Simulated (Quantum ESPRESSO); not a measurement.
# O on top sites of RuAl(110): a series in the coverage, part 3 of 10

Wanted: a table for O on top sites of RuAl(110) against the coverage, and what can be fitted to it.

Quantum ESPRESSO 7.5; plane-wave DFT, PBE, GBRV ultrasoft pseudopotentials.

So far. Step 2 (Relaxing cell and ions of the reference):  The last row is no step: it is a fresh SCF in the final cell with a new plane-wave basis, -0 meV from the row before.

The structure was built from a prototype and need not be the compound's stable phase.

## (4) Relaxation with pw.x of the reference

The free molecule gives the reference for adsorption energies.

System of this step: O2 molecule in a box. The cell holds 2 atoms: 2 O. Its edges and angles: a = 11.000 Å, b = 11.500 Å, c = 13.000 Å, α = 90.0°, β = 90.0°, γ = 90.0°. Vacuum lies along a, b and c.

File ref.gas.in:

```
&control
  prefix = 'ref.gas'
  outdir = './out'
  pseudo_dir = './pseudo'
  nstep = 40
  forc_conv_thr = 0.001
  calculation = 'relax'
/
&system
  ibrav = 0
  nat = 2
  ntyp = 1
  ecutwfc = 40
  ecutrho = 200
  occupations = 'smearing'
  smearing = 'gaussian'
  degauss = 0.002
  nspin = 2
  starting_magnetization(1) = 0.5
/
&electrons
  conv_thr = 1e-07
  mixing_beta = 0.4
  electron_maxstep = 120
/
&ions
/
ATOMIC_SPECIES
  O   15.9990  o_pbe_v1.2.uspp.F.UPF
CELL_PARAMETERS angstrom
  11.00000000000000 0.00000000000000 0.00000000000000
  0.00000000000000 11.50000000000000 0.00000000000000
  0.00000000000000 0.00000000000000 13.00000000000000
ATOMIC_POSITIONS crystal
  O   0.500000000000 0.500000000000 0.452692307692
  O   0.500000000000 0.500000000000 0.547307692308
K_POINTS automatic
  1 1 1 0 0 0
```

Command:

```console
> OMP_NUM_THREADS=1 mpirun -n 16 pw.x -nk 1 -in ref.gas.in > ref.gas.out
```

The log of the run:

```text
[banner, memory and clock lines left out]
Program PWSCF v.7.5 starts

          URL

     Message from routine setup:
     using ibrav=0 with symmetry is DISCOURAGED, use correct ibrav instead

     bravais-lattice index     =            0
     lattice parameter (alat)  =      20.7870  a.u.
     unit-cell volume          =   11097.6361 (a.u.)^3
     number of atoms/cell      =            2
     number of atomic types    =            1
     number of electrons       =        12.00
     number of Kohn-Sham states=           10
     kinetic-energy cutoff     =      40.0000  Ry
     charge density cutoff     =     200.0000  Ry
     scf convergence threshold =      1.0E-07
     mixing beta               =       0.4000
     number of iterations used =            8  plain     mixing
     energy convergence thresh.=      1.0E-04
     force convergence thresh. =      1.0E-03
     Exchange-correlation= SLA  PW   PBE  PBE
                           (   1   4   3   4   0   0   0)
     nstep                     =           40

     celldm(1)=  20.786987  celldm(2)=   0.000000  celldm(3)=   0.000000
     celldm(4)=   0.000000  celldm(5)=   0.000000  celldm(6)=   0.000000

     crystal axes: (cart. coord. in units of alat)
               a(1) = (   1.000000   0.000000   0.000000 )
               a(2) = (   0.000000   1.045455   0.000000 )
               a(3) = (   0.000000   0.000000   1.181818 )

     reciprocal axes: (cart. coord. in units 2 pi/alat)
               b(1) = (  1.000000  0.000000  0.000000 )
               b(2) = (  0.000000  0.956522  0.000000 )
               b(3) = (  0.000000  0.000000  0.846154 )

     PseudoPot. # 1 for O  read from file:
     ./pseudo/o_pbe_v1.2.uspp.F.UPF
     Pseudo is Ultrasoft + core correction, Zval =  6.0
     Generated by new atomic code, or converted to UPF format
     Using radial grid of  737 points,  5 beta functions with:
                l(1) =   0
                l(2) =   0
                l(3) =   1
                l(4) =   1
                l(5) =   2
     Q(r) pseudized with  8 coefficients,  rinner =    0.900   0.900   0.900
                                                       0.900   0.900

     atomic species   valence    mass     pseudopotential
     O                 6.00    15.99900     O ( 1.00)

     Starting magnetic structure
     atomic species   magnetization
     O               0.500

      8 Sym. Ops., with inversion, found

   Cartesian axes

     site n.     atom                  positions (alat units)
         1        O      tau(   1) = (   0.5000000   0.5227273   0.5350000  )
         2        O      tau(   2) = (   0.5000000   0.5227273   0.6468182  )

     number of k points=     1  Gaussian smearing, width (Ry)=  0.0020
                       cart. coord. in units 2pi/alat
        k(    1) = (   0.0000000   0.0000000   0.0000000), wk =   1.0000000

     Dense  grid:   530123 G-vectors     FFT dimensions: (  96, 100, 120)

     Smooth grid:   379275 G-vectors     FFT dimensions: (  90,  90, 100)

     Generating pointlists ...
     new r_m :   0.0461 (alat units)  0.9588 (a.u.) for type    1

     Initial potential from superposition of free atoms

     starting charge      12.0000, renormalised to      12.0000

     negative rho (up, down):  7.803E-04 2.601E-04
     Starting wfcs are    8 randomized atomic wfcs +    2 random wfcs

     per-process dynamical memory:    31.2 Mb

     Self-consistent Calculation

     iteration #  1     ecut=    40.00 Ry     beta= 0.40
     Davidson diagonalization with overlap
     ethr =  1.00E-02,  avg # of iterations =  7.0

     negative rho (up, down):  1.289E-03 5.000E-04

     total energy              =     -64.20720628 Ry
     estimated scf accuracy    <       0.18699980 Ry

     total magnetization       =     2.00 Bohr mag/cell
     absolute magnetization    =     2.09 Bohr mag/cell

     iteration #  2     ecut=    40.00 Ry     beta= 0.40
     Davidson diagonalization with overlap
     ethr =  1.56E-03,  avg # of iterations =  1.0

     negative rho (up, down):  2.912E-03 9.697E-04

     total energy              =     -64.30095435 Ry
     estimated scf accuracy    <       0.06337020 Ry

     total magnetization       =     2.00 Bohr mag/cell
     absolute magnetization    =     2.07 Bohr mag/cell

     iteration #  3     ecut=    40.00 Ry     beta= 0.40
     Davidson diagonalization with overlap
     ethr =  5.28E-04,  avg # of iterations =  5.0

     negative rho (up, down):  2.765E-03 1.002E-03

     total energy              =     -64.30669347 Ry
     estimated scf accuracy    <       0.00218170 Ry

     total magnetization       =     2.00 Bohr mag/cell
     absolute magnetization    =     2.06 Bohr mag/cell

     iteration #  4     ecut=    40.00 Ry     beta= 0.40
     Davidson diagonalization with overlap
     ethr =  1.82E-05,  avg # of iterations = 10.0

     negative rho (up, down):  2.593E-03 1.018E-03

     total energy              =     -64.30698854 Ry
     estimated scf accuracy    <       0.00004201 Ry

     total magnetization       =     2.00 Bohr mag/cell
     absolute magnetization    =     2.06 Bohr mag/cell

     iteration #  5     ecut=    40.00 Ry     beta= 0.40
     Davidson diagonalization with overlap
     ethr =  3.50E-07,  avg # of iterations =  4.0

     negative rho (up, down):  2.558E-03 1.046E-03

     total energy              =     -64.30702101 Ry
     estimated scf accuracy    <       0.00000531 Ry

     total magnetization       =     2.00 Bohr mag/cell
     absolute magnetization    =     2.06 Bohr mag/cell

     iteration #  6     ecut=    40.00 Ry     beta= 0.40
     Davidson diagonalization with overlap
     ethr =  4.43E-08,  avg # of iterations =  2.0

     negative rho (up, down):  2.570E-03 1.072E-03

     total energy              =     -64.30702614 Ry
     estimated scf accuracy    <       0.00000093 Ry

     total magnetization       =     2.00 Bohr mag/cell
     absolute magnetization    =     2.06 Bohr mag/cell

     iteration #  7     ecut=    40.00 Ry     beta= 0.40
     Davidson diagonalization with overlap
     ethr =  7.76E-09,  avg # of iterations =  2.0

     negative rho (up, down):  2.655E-03 1.116E-03

     Magnetic moment per site  (integrated on atomic sphere of radius R)
     atom   1 (R=0.046)  charge=  2.9869  magn=  0.5797
     atom   2 (R=0.046)  charge=  2.9869  magn=  0.5797

     End of self-consistent calculation

 ------ SPIN UP ------------

          k = 0.0000 0.0000 0.0000 ( 47391 PWs)   bands (ev):

   -32.3554 -20.5777 -13.4161 -13.2716 -13.2716  -6.8948  -6.8947  -0.4635
[...]
total magnetization       =     2.00 Bohr mag/cell
     absolute magnetization    =     2.05 Bohr mag/cell

     iteration #  2     ecut=    40.00 Ry     beta= 0.40
     Davidson diagonalization with overlap
     ethr =  1.90E-06,  avg # of iterations =  2.0

     negative rho (up, down):  2.509E-03 1.333E-03

     total energy              =     -64.30682344 Ry
     estimated scf accuracy    <       0.00002666 Ry

     total magnetization       =     2.00 Bohr mag/cell
     absolute magnetization    =     2.05 Bohr mag/cell

     iteration #  3     ecut=    40.00 Ry     beta= 0.40
     Davidson diagonalization with overlap
     ethr =  2.22E-07,  avg # of iterations =  2.0

     negative rho (up, down):  2.590E-03 1.194E-03

     total energy              =     -64.30682872 Ry
     estimated scf accuracy    <       0.00000441 Ry

     total magnetization       =     2.00 Bohr mag/cell
     absolute magnetization    =     2.05 Bohr mag/cell

     iteration #  4     ecut=    40.00 Ry     beta= 0.40
     Davidson diagonalization with overlap
     ethr =  3.67E-08,  avg # of iterations =  2.0

     negative rho (up, down):  2.586E-03 1.166E-03

     total energy              =     -64.30682996 Ry
     estimated scf accuracy    <       0.00000014 Ry

     total magnetization       =     2.00 Bohr mag/cell
     absolute magnetization    =     2.05 Bohr mag/cell

     iteration #  5     ecut=    40.00 Ry     beta= 0.40
     Davidson diagonalization with overlap
     ethr =  1.16E-09,  avg # of iterations =  2.5

     negative rho (up, down):  2.601E-03 1.164E-03

     Magnetic moment per site  (integrated on atomic sphere of radius R)
     atom   1 (R=0.046)  charge=  2.9314  magn=  0.5689
     atom   2 (R=0.046)  charge=  2.9314  magn=  0.5689

     End of self-consistent calculation

 ------ SPIN UP ------------

          k = 0.0000 0.0000 0.0000 ( 47391 PWs)   bands (ev):

   -32.6792 -20.4509 -13.4600 -13.4086 -13.4086  -6.7656  -6.7655  -0.4638
     0.3482   0.3961

 ------ SPIN DOWN ----------

          k = 0.0000 0.0000 0.0000 ( 47391 PWs)   bands (ev):

   -31.4826 -18.5952 -12.4814 -11.4792 -11.4792  -4.3622  -4.3622  -0.3845
     0.4633   0.4801

     the Fermi energy is    -5.5672 ev

!    total energy              =     -64.30683073 Ry
     estimated scf accuracy    <       0.00000003 Ry
     smearing contrib. (-TS)   =      -0.00000000 Ry
     internal energy E=F+TS    =     -64.30683073 Ry

     The total energy is F=E-TS. E is the sum of the following terms:
     one-electron contribution =    -130.43668169 Ry
     hartree contribution      =      67.09925460 Ry
     xc contribution           =     -14.21738498 Ry
     ewald contribution        =      13.24798135 Ry

     total magnetization       =     2.00 Bohr mag/cell
     absolute magnetization    =     2.05 Bohr mag/cell

     convergence has been achieved in   5 iterations

     negative rho (up, down):  2.601E-03 1.164E-03

     Forces acting on atoms (cartesian axes, Ry/au):

     atom    1 type  1   force =     0.00000000    0.00000000   -0.02923837
     atom    2 type  1   force =     0.00000000    0.00000000    0.02923837

     Total force =     0.041349     Total SCF correction =     0.000400
     Energy error            =      2.0E-04 Ry
     Gradient error          =      2.9E-02 Ry/Bohr

     number of scf cycles    =   2
     number of bfgs steps    =   1

     energy             old  =     -64.3070266602 Ry
     energy             new  =     -64.3068307291 Ry

     CASE: energy            _new > energy            _old

     new trust radius        =       0.0052377772 bohr
     new conv_thr            =       0.0000001000 Ry

ATOMIC_POSITIONS (crystal)
O                0.5000000000        0.5000000000        0.4529055163
O                0.5000000000        0.5000000000        0.5470944837

     XML data file
     NEW-OLD atomic charge density approx. for the potential

     negative rho (up, down):  1.608E-03 1.697E-03
     Generating pointlists ...

     per-process dynamical memory:    36.4 Mb

     Self-consistent Calculation

     iteration #  1     ecut=    40.00 Ry     beta= 0.40
     Davidson diagonalization with overlap
     ethr =  1.00E-06,  avg # of iterations =  4.0

     negative rho (up, down):  2.248E-03 1.466E-03

     total energy              =     -64.30709568 Ry
     estimated scf accuracy    <       0.00009848 Ry

     total magnetization       =     2.00 Bohr mag/cell
     absolute magnetization    =     2.05 Bohr mag/cell

     iteration #  2     ecut=    40.00 Ry     beta= 0.40
     Davidson diagonalization with overlap
     ethr =  8.21E-07,  avg # of iterations =  2.0

     negative rho (up, down):  2.415E-03 1.242E-03

     total energy              =     -64.30710647 Ry
     estimated scf accuracy    <       0.00001138 Ry

     total magnetization       =     2.00 Bohr mag/cell
     absolute magnetization    =     2.05 Bohr mag/cell

     iteration #  3     ecut=    40.00 Ry     beta= 0.40
     Davidson diagonalization with overlap
     ethr =  9.49E-08,  avg # of iterations =  2.0

     negative rho (up, down):  2.566E-03 1.117E-03

     total energy              =     -64.30710798 Ry
     estimated scf accuracy    <       0.00000191 Ry

     total magnetization       =     2.00 Bohr mag/cell
     absolute magnetization    =     2.05 Bohr mag/cell

     iteration #  4     ecut=    40.00 Ry     beta= 0.40
     Davidson diagonalization with overlap
     ethr =  1.59E-08,  avg # of iterations =  2.0

     negative rho (up, down):  2.639E-03 1.133E-03

     Magnetic moment per site  (integrated on atomic sphere of radius R)
     atom   1 (R=0.046)  charge=  2.9245  magn=  0.5692
     atom   2 (R=0.046)  charge=  2.9245  magn=  0.5692

     End of self-consistent calculation

 ------ SPIN UP ------------

          k = 0.0000 0.0000 0.0000 ( 47391 PWs)   bands (ev):

   -32.4646 -20.5313 -13.4291 -13.3164 -13.3164  -6.8479  -6.8479  -0.4636
     0.3385   0.3965

 ------ SPIN DOWN ----------

          k = 0.0000 0.0000 0.0000 ( 47391 PWs)   bands (ev):

   -31.2575 -18.6769 -12.4610 -11.3852 -11.3852  -4.4467  -4.4466  -0.3855
     0.4574   0.4791

     the Fermi energy is    -5.5277 ev

!    total energy              =     -64.30710860 Ry
     estimated scf accuracy    <       0.00000006 Ry
     smearing contrib. (-TS)   =      -0.00000000 Ry
     internal energy E=F+TS    =     -64.30710860 Ry

     The total energy is F=E-TS. E is the sum of the following terms:
     one-electron contribution =    -129.95666414 Ry
     hartree contribution      =      66.86516194 Ry
     xc contribution           =     -14.19890742 Ry
     ewald contribution        =      12.98330102 Ry

     total magnetization       =     2.00 Bohr mag/cell
     absolute magnetization    =     2.05 Bohr mag/cell

     convergence has been achieved in   4 iterations

     negative rho (up, down):  2.639E-03 1.133E-03

     Forces acting on atoms (cartesian axes, Ry/au):

     atom    1 type  1   force =     0.00000000    0.00000000    0.00059250
     atom    2 type  1   force =     0.00000000    0.00000000   -0.00059250

     Total force =     0.000838     Total SCF correction =     0.000736
     SCF correction compared to forces is large: reduce conv_thr to get better values
     Energy error            =      8.2E-05 Ry
     Gradient error          =      5.9E-04 Ry/Bohr

     bfgs converged in   3 scf cycles and   1 bfgs steps
     (criteria: energy <  1.0E-04 Ry, force <  1.0E-03 Ry/Bohr)

     End of BFGS Geometry Optimization

     Final energy             =     -64.3071085991 Ry

     File ./out/ref.gas.bfgs deleted, as requested
Begin final coordinates

ATOMIC_POSITIONS (crystal)
O                0.5000000000        0.5000000000        0.4529055163
O                0.5000000000        0.5000000000        0.5470944837
End final coordinates

     XML data file, charge density, pseudopotentials, collected wavefunctions

                                        0.00s GPU  (     144 calls)
```

Run time: 9.9 s. Hardware: 16 MPI ranks of Arm Neoverse V1, shared host; peak memory 1.6 GiB.

The steps of the relaxation:

```tsv
step	energy less that of the first step (eV)	largest force (eV/Å)
1	0.0000	0.3863
2	0.0027	0.7517
3	-0.0011	0.0152
```

This step gave:

- free energy: -874.9428 eV
- Fermi energy: -5.528 eV
- magnetization: 2 μB
- absolute magnetization: 2.05 μB
- site moments: 0.5692, 0.5692 μB

(Part 3 of 10 ends here.)

[Logs are printed without paths, hosts, clocks, repeated set-up lines and the standing remarks that a program may print on its own settings, such as how far it seeks lower states.]

[Hosts, paths, dates, database ids (printed as entryN), source tags and the programs' standing remarks are cut or masked in the printed files.]

[Maps of the electrostatic potential energy from Ansatz leave out the sawtooth potential of an applied field or a dipole correction, so their vacuum need not be flat; planar profiles and work functions include it.]
